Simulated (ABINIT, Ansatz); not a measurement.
# SnAs (Fm-3m): phonons by linear response, part 2 of 4

How does SnAs (Fm-3m) vibrate, and is this structure a minimum?

ABINIT 10.8.3; DFT PBEsol, scalar-relativistic, plane waves, PseudoDojo norm-conserving pseudopotentials.

So far. Step 3 (Relaxation): The volume changes by +2.1 % in this run and stands +2.1 % from the first cell. Step 4 (Ground state): The cell stands at -0.81 GPa: the relaxation ran with a smoothed and higher cutoff, and the difference is a stress of the finite basis. The relaxed cell has a = 5.721 Å (conventional setting).

The database entry behind the starting cell differs from later determinations by our own check (an axis about 0.7 % short against later determinations), so it need not match the best structure at ambient conditions.

## (5) Linear response at Γ

At q = 0 one unit cell holds all displacements. The response is solved for single atoms along the cell's directions, and symmetry skips those that follow from others. The crystal is treated as a metal, which screens a static field, so no field response is asked.

File dfpt_gamma.abi:

```

# common to the responses
getwfk_filepath "gso_WFK"
kptopt 2
nqpt 1
qpt 0.0 0.0 0.0
asr 0
chneut 0

# displacements
rfphon 1
rfatpol 1 2
rfdir 1 1 1
tolvrs 1.0d-10
prtwf 0
prtpot 1

# basis, mesh and filling
ecut 38.0
ngkpt 8 8 8
nshiftk 1
shiftk 0.0 0.0 0.0
istwfk *1
occopt 7
tsmear 0.01
nband 22
nstep 100
diemac 1000000.0
prtebands 0
prtgsr 0

# cell and atoms
acell 7.644026325 7.644026325 7.644026325
rprim 
    0.0 0.7071067812 0.7071067812
    0.7071067812 0.0 0.7071067812
    0.7071067812 0.7071067812 0.0
ntypat 2
znucl 50 33
natom 2
typat 1 2
xred 
    0.0 0.0 0.0
    0.5 0.5 0.5
pp_dirpath "./pseudo"
pseudos "Sn.upf, As.upf"
```

The run is started by

```console
OMP_NUM_THREADS=1 mpirun -n 16 abinit dfpt_gamma.abi > dfpt_gamma.log
```

Numbers of over 12 decimals in the logs are rounded to 6 here.

dfpt_gamma.abo, the main output file:

```text
[banners, grids, parts of the stress and lines that vanish by symmetry left out]
- input  file    -> dfpt_gamma.abi
- output file    -> dfpt_gamma.abo
- root for input  files -> dfpt_gammai
- root for output files -> dfpt_gammao

 Symmetries : space group Fm -3 m (#225); Bravais cF (face-center cubic)
================================================================================
 Values of the parameters that define the memory need of the present run (RF).
     intxc =       0      iscf =       7    lmnmax =       6     lnmax =       6
     mgfft =      45  mpssoang =       3    mqgrid =    3001     natom =       2
  nloc_mem =       1    nspden =       1   nspinor =       1    nsppol =       1
      nsym =      48    n1xccc =    2501    ntypat =       2    occopt =       7
   xclevel =       2
-    mband =          22        mffmem =           1         mkmem =          17
-   mkqmem =          17        mk1mem =          17           mpw =        3582
      nfft =       91125          nkpt =         260
- my_mband =          22
================================================================================
================================================================================

--------------------------------------------------------------------------------
------------- Echo of variables that govern the present computation ------------
--------------------------------------------------------------------------------
-
- outvars: echo of selected default values
-   iomode0 =  0 , fftalg0 =312 , wfoptalg0 =  0
-
- outvars: echo of global parameters not present in the input file
-  max_nthreads =    1
-
 -outvars: echo values of preprocessed input variables
 [... echo left out ...]
================================================================================

 chkinp: Checking input parameters for consistency.

[...]
== DATASET  1 ==================================================================
-   mpi_nproc: 16, omp_nthreads: 1 (-1 if OMP is not activated)

--- !DatasetInfo
iteration_state: {dtset: 1, }
dimensions: {natom: 2, nkpt: 260, mband: 22, nsppol: 1, nspinor: 1, nspden: 1, mpw: 3582, }
cutoff_energies: {ecut:  38.0, pawecutdg:  -1.0, }
electrons: {nelect:   2.90000000E+01, charge:   0.00000000E+00, occopt:   7.00000000E+00, tsmear:   1.00000000E-02, }
meta: {optdriver: 1, rfphon: 1, }
...

 mkfilename: getwfk from: gso_WFK

 Real(R)+Recip(G) space primitive vectors, cartesian coordinates (Bohr,Bohr^-1):
 R(1)=  0.0000000  5.4051429  5.4051429  G(1)= -0.0925045  0.0925045  0.0925045
 R(2)=  5.4051429  0.0000000  5.4051429  G(2)=  0.0925045 -0.0925045  0.0925045
 R(3)=  5.4051429  5.4051429  0.0000000  G(3)=  0.0925045  0.0925045 -0.0925045
 Unit cell volume ucvol=  3.1582865E+02 bohr^3
 Angles (23,13,12)=  6.00000000E+01  6.00000000E+01  6.00000000E+01 degrees
 setup1 : take into account q-point for computing boxcut.

 getcut: wavevector=  0.0000  0.0000  0.0000  ngfft=  45  45  45
         ecut(hartree)=     38.000   => boxcut(ratio)=   2.07431

--- Pseudopotential description ------------------------------------------------
- pspini: atom type   1  psp file is ./pseudo/Sn.upf

- pspini: atom type   2  psp file is ./pseudo/As.upf

   1.77588494E+03                                ecore*ucvol(ha*bohr**3)
--------------------------------------------------------------------------------

 ==>  initialize data related to q vector <==

 The list of irreducible perturbations for this q vector is:
    1)    idir= 1    ipert=   1
    2)    idir= 1    ipert=   2

[...]
The perturbation idir=   2  ipert=   1 is
 symmetric of a previously calculated perturbation.
 So, its SCF calculation is not needed.

 The perturbation idir=   3  ipert=   1 is
 symmetric of a previously calculated perturbation.
 So, its SCF calculation is not needed.

 The perturbation idir=   2  ipert=   2 is
 symmetric of a previously calculated perturbation.
 So, its SCF calculation is not needed.

 The perturbation idir=   3  ipert=   2 is
 symmetric of a previously calculated perturbation.
 So, its SCF calculation is not needed.

--------------------------------------------------------------------------------
 Perturbation wavevector (in red.coord.)   0.000000  0.000000  0.000000
 Perturbation : displacement of atom   1   along direction   1
 Found     4 symmetries that leave the perturbation invariant.

[...]
dfpt_looppert : total number of electrons, from k and k+q
  fully or partially occupied states are    2.900000E+01 and    2.900000E+01.
 Initialisation of the first-order wave-functions :
  ireadwf=   0

--- !BeginCycle
iteration_state: {dtset: 1, }
solver: {iscf: 7, nstep: 100, nline: 4, wfoptalg: 0, }
tolerances: {tolvrs: 1.00E-10, }
...

     iter   2DEtotal(Ha)        deltaE(Ha) residm    vres2
-ETOT  1   5.128404     -1.940E+04 2.421E+01 2.105E+02
 ETOT  2  0.941005     -4.187E+00 1.324E-01 2.355E+02
 ETOT  3  0.878803     -6.220E-02 6.734E-03 1.762E+01
 ETOT  4  0.876370     -2.433E-03 2.314E-03 2.403E+00
 ETOT  5  0.875737     -6.336E-04 4.322E-04 8.964E-04
[...]
At SCF step   10       vres2   =  5.52E-12 < tolvrs=  1.00E-10 =>converged.
[...]
Mean square residual over all n,k,spin=   95.441E-11; max=  15.508E-07

 Thirteen components of 2nd-order total energy (hartree) are
 1,2,3: 0th-order hamiltonian combined with 1st-order wavefunctions
     kin0=   2.50348060E+04 eigvalue=   1.99940080E+03  local=  -1.19774831E+04
 4,5,6: 1st-order hamiltonian combined with 1st and 0th-order wfs
 loc psp =  -5.01081683E+03  Hartree=   1.62643677E+03     xc=  -3.11419299E+02
 note that "loc psp" includes a xc core correction that could be resolved
 7,8,9: eventually, occupation + non-local contributions
    edocc=   3.84786293E+01     enl0=   2.99176173E+03   enl1=  -3.37931463E+04
 1-9 gives the relaxation energy (to be shifted if some occ is /=2.0)
   erelax=  -1.94019816E+04
 10,11,12 Non-relaxation  contributions : frozen-wavefunctions and Ewald
 fr.local=   2.24134544E+03 fr.nonlo=   1.68919022E+04  Ewald=   1.62742404E+02
 13,14 Frozen wf xc core corrections (1) and (2)
 frxc 1  =  -6.98382064E+02  frxc 2 =   8.05249275E+02
 Resulting in :
 2DEtotal=    0.8757364149E+00 Ha. Also 2DEtotal=    0.238300018360E+02 eV
    (2DErelax=   -1.9401981551E+04 Ha. 2DEnonrelax=    1.9402857287E+04 Ha)
    (  non-var. 2DEtotal :    8.7573608476E-01 Ha)

[...]
Perturbation wavevector (in red.coord.)   0.000000  0.000000  0.000000
 Perturbation : displacement of atom   2   along direction   1
 Found     4 symmetries that leave the perturbation invariant.

--------------------------------------------------------------------------------

--------------------------------------------------------------------------------

 dfpt_looppert : total number of electrons, from k and k+q
  fully or partially occupied states are    2.900000E+01 and    2.900000E+01.
 Initialisation of the first-order wave-functions :
  ireadwf=   0

--- !BeginCycle
iteration_state: {dtset: 1, }
solver: {iscf: 7, nstep: 100, nline: 4, wfoptalg: 0, }
tolerances: {tolvrs: 1.00E-10, }
...

     iter   2DEtotal(Ha)        deltaE(Ha) residm    vres2
-ETOT  1   11.272880106640     -5.716E+04 4.377E+01 2.646E+02
[...]
ETOT  9  0.875758      2.183E-11 3.686E-07 8.373E-09
 ETOT 10  0.875758      2.692E-10 5.552E-07 7.169E-12

 At SCF step   10       vres2   =  7.17E-12 < tolvrs=  1.00E-10 =>converged.
[...]
Mean square residual over all n,k,spin=   33.638E-11; max=  55.520E-08

 Thirteen components of 2nd-order total energy (hartree) are
 1,2,3: 0th-order hamiltonian combined with 1st-order wavefunctions
     kin0=   5.86157502E+04 eigvalue=   6.23579806E+03  local=  -1.95503323E+04
 4,5,6: 1st-order hamiltonian combined with 1st and 0th-order wfs
 loc psp =  -9.31014717E+03  Hartree=   3.68904118E+03     xc=  -8.11039373E+02
 note that "loc psp" includes a xc core correction that could be resolved
 7,8,9: eventually, occupation + non-local contributions
    edocc=   3.60492479E+01     enl0=   8.95325174E+03   enl1=  -1.05026890E+05
 1-9 gives the relaxation energy (to be shifted if some occ is /=2.0)
   erelax=  -5.71685188E+04
 10,11,12 Non-relaxation  contributions : frozen-wavefunctions and Ewald
 fr.local=   4.46175443E+03 fr.nonlo=   5.25031474E+04  Ewald=   1.62742404E+02
 13,14 Frozen wf xc core corrections (1) and (2)
 frxc 1  =  -9.86355142E+02  frxc 2 =   1.02810538E+03
 Resulting in :
 2DEtotal=    0.8757580072E+00 Ha. Also 2DEtotal=    0.238305893913E+02 eV
    (2DErelax=   -5.7168518751E+04 Ha. 2DEnonrelax=    5.7169394509E+04 Ha)
    (  non-var. 2DEtotal :    8.7575948812E-01 Ha)

[...]
---- first-order wavefunction calculations are completed ----

 ==> Compute Derivative Database <==

 [... matrices left out ...]
  Phonon wavevector (reduced coordinates) :  0.00000  0.00000  0.00000
 Phonon energies in Hartree :
   8.428943E-06  8.428943E-06  8.428943E-06  4.230023E-04  4.230023E-04
   4.230023E-04
 Phonon frequencies in cm-1    :
-  1.849939E+00  1.849939E+00  1.849939E+00  9.283827E+01  9.283827E+01
-  9.283827E+01

== END DATASET(S) ==============================================================
================================================================================

 -outvars: echo values of variables after computation
            acell      7.6440263250E+00  7.6440263250E+00  7.6440263250E+00 Bohr
           etotal      8.7575800718E-01
            fcart      0.0000000000E+00  0.0000000000E+00  0.0000000000E+00
           strten      0.0000000000E+00  0.0000000000E+00  0.0000000000E+00
================================================================================
```

Elapsed: 46 s, on 16 MPI ranks of Arm Neoverse V1, shared host; 12 min of CPU time.

Numbers from this step:

| Quantity | Value |
| --- | --- |
| largest acoustic frequency at the zone centre before the sum rule | 1.85 cm⁻¹ |
| highest optical zone-centre mode (no LO-TO term) | 92.84 cm⁻¹ |
| lowest optical zone-centre mode | 92.84 cm⁻¹ |

The acoustic modes at Γ come out as far as 1.9 cm⁻¹ from zero, where they should vanish, a small numerical error.

## (6) Linear response on the mesh

Linear response treats each wavevector of the 2×2×2 mesh in the unit cell; the first-order potentials are kept for the electron-phonon matrix elements.

File dfpt_q.abi:

```
ndtset 2

# wavevectors
qpt1 0.5 0.0 0.0
qpt2 0.5 0.5 0.0

# displacements
getwfk_filepath "gso_WFK"
getwfq_filepath "gso_WFK"
kptopt 3
nqpt 1
rfphon 1
rfatpol 1 2
rfdir 1 1 1
tolvrs 1.0d-10
prtwf 0
prtpot 1

# basis, mesh and filling
ecut 38.0
ngkpt 8 8 8
nshiftk 1
shiftk 0.0 0.0 0.0
istwfk *1
occopt 7
tsmear 0.01
nband 22
nstep 100
diemac 1000000.0
prtebands 0
prtgsr 0

# cell and atoms
acell 7.644026325 7.644026325 7.644026325
rprim 
    0.0 0.7071067812 0.7071067812
    0.7071067812 0.0 0.7071067812
    0.7071067812 0.7071067812 0.0
ntypat 2
znucl 50 33
natom 2
typat 1 2
xred 
    0.0 0.0 0.0
    0.5 0.5 0.5
pp_dirpath "./pseudo"
pseudos "Sn.upf, As.upf"
```

The run is started by

```console
OMP_NUM_THREADS=1 mpirun -n 16 abinit dfpt_q.abi > dfpt_q.log
```

dfpt_q.abo, the main output file:

```text
[banners, grids, parts of the stress and lines that vanish by symmetry left out]
- input  file    -> dfpt_q.abi
- output file    -> dfpt_q.abo
- root for input  files -> dfpt_qi
[...]
DATASET    1 : space group Fm -3 m (#225); Bravais cF (face-center cubic)
[...]
nfft =       91125          nkpt =         512
[...]
DATASET    2 : space group Fm -3 m (#225); Bravais cF (face-center cubic)
[...]
nfft =       91125          nkpt =         512
[...]
== DATASET  1 ==================================================================
[...]
cutoff_energies: {ecut:  38.0, pawecutdg:  -1.0, }
[...]
Perturbation : displacement of atom   1   along direction   1
[...]
-ETOT  1   9.708436     -1.968E+04 2.444E+01 9.693E+03
 ETOT  2   4.952161     -4.756E+00 9.064E-01 1.203E+03
 ETOT  3   4.829427     -1.227E-01 5.970E-01 1.119E+01
 ETOT  4   4.827897     -1.530E-03 5.957E+00 6.402E-01
 ETOT  5   4.827743     -1.541E-04 2.738E+01 1.373E-01
[...]
At SCF step   12       vres2   =  4.14E-12 < tolvrs=  1.00E-10 =>converged.
[...]
Perturbation : displacement of atom   1   along direction   2
[...]
-ETOT  1   7.230585     -1.942E+04 2.446E+01 4.459E+02
[...]
At SCF step   10       vres2   =  3.19E-11 < tolvrs=  1.00E-10 =>converged.
[...]
Perturbation : displacement of atom   2   along direction   1
[...]
-ETOT  1   13.953234710867     -5.748E+04 4.435E+01 7.610E+03
[...]
At SCF step   11       vres2   =  5.60E-11 < tolvrs=  1.00E-10 =>converged.
[...]
Perturbation : displacement of atom   2   along direction   2
[...]
-ETOT  1   13.212799029833     -5.718E+04 4.381E+01 5.371E+02
[...]
At SCF step   10       vres2   =  3.26E-11 < tolvrs=  1.00E-10 =>converged.
[...]
Phonon wavevector (reduced coordinates) :  0.50000  0.00000  0.00000
 Phonon energies in Hartree :
[...]
Phonon frequencies in cm-1    :
-  1.054255E+02  1.054255E+02  1.290297E+02  1.290297E+02  1.409414E+02
-  1.484512E+02
[...]
== DATASET  2 ==================================================================
[...]
cutoff_energies: {ecut:  38.0, pawecutdg:  -1.0, }
[...]
Perturbation : displacement of atom   1   along direction   1
[...]
-ETOT  1   5.919621     -1.959E+04 2.437E+01 1.834E+02
[...]
At SCF step   11       vres2   =  3.66E-11 < tolvrs=  1.00E-10 =>converged.
[...]
Perturbation : displacement of atom   2   along direction   1
[...]
-ETOT  1   12.890497527789     -5.738E+04 8.754E+01 1.147E+03
[...]
ETOT 11   2.413474      1.528E-10 8.417E+01 2.607E-10
 ETOT 12   2.413474     -1.819E-10 2.652E-02 1.778E-12
 At SCF step   12       vres2   =  1.78E-12 < tolvrs=  1.00E-10 =>converged.
[...]
Phonon wavevector (reduced coordinates) :  0.50000  0.50000  0.00000
 Phonon energies in Hartree :
[...]
Phonon frequencies in cm-1    :
-  4.107681E+01  4.107681E+01  5.956616E+01  1.149539E+02  1.149539E+02
-  1.526954E+02
[...]
strten1     0.0000000000E+00  0.0000000000E+00  0.0000000000E+00
           strten2     0.0000000000E+00  0.0000000000E+00  0.0000000000E+00
================================================================================
```

Run time: 8.7 min. Hardware: 16 MPI ranks; 2.3 h of CPU time.

Numbers from this step:

```yaml
lowest_mode_on_the_q_mesh_acoustic_ones_at_the_zone_centre_apart: 41.08 cm⁻¹
```

Frequencies (cm⁻¹) before the sum rule at the irreducible wavevectors but Γ, which is solved apart; negative means imaginary. Frequencies by wavevector:

```csv
q (fractions),star,mode 1,mode 2,mode 3,mode 4,mode 5,mode 6
0.5 0 0,4,105.4,105.4,129,129,140.9,148.4
0.5 0.5 0,3,41.08,41.08,59.57,115,115,152.7
```

(Continued in part 3 of 4.)

[Host names and launcher messages were left out of these logs when they were recorded.]

[Logs are printed without paths, hosts, clocks, repeated set-up lines and the standing remarks that a program may print on its own settings, such as how far it seeks lower states.]

[Hosts, paths, dates, database ids (printed as entryN), source tags and the programs' standing remarks are cut or masked in the printed files.]
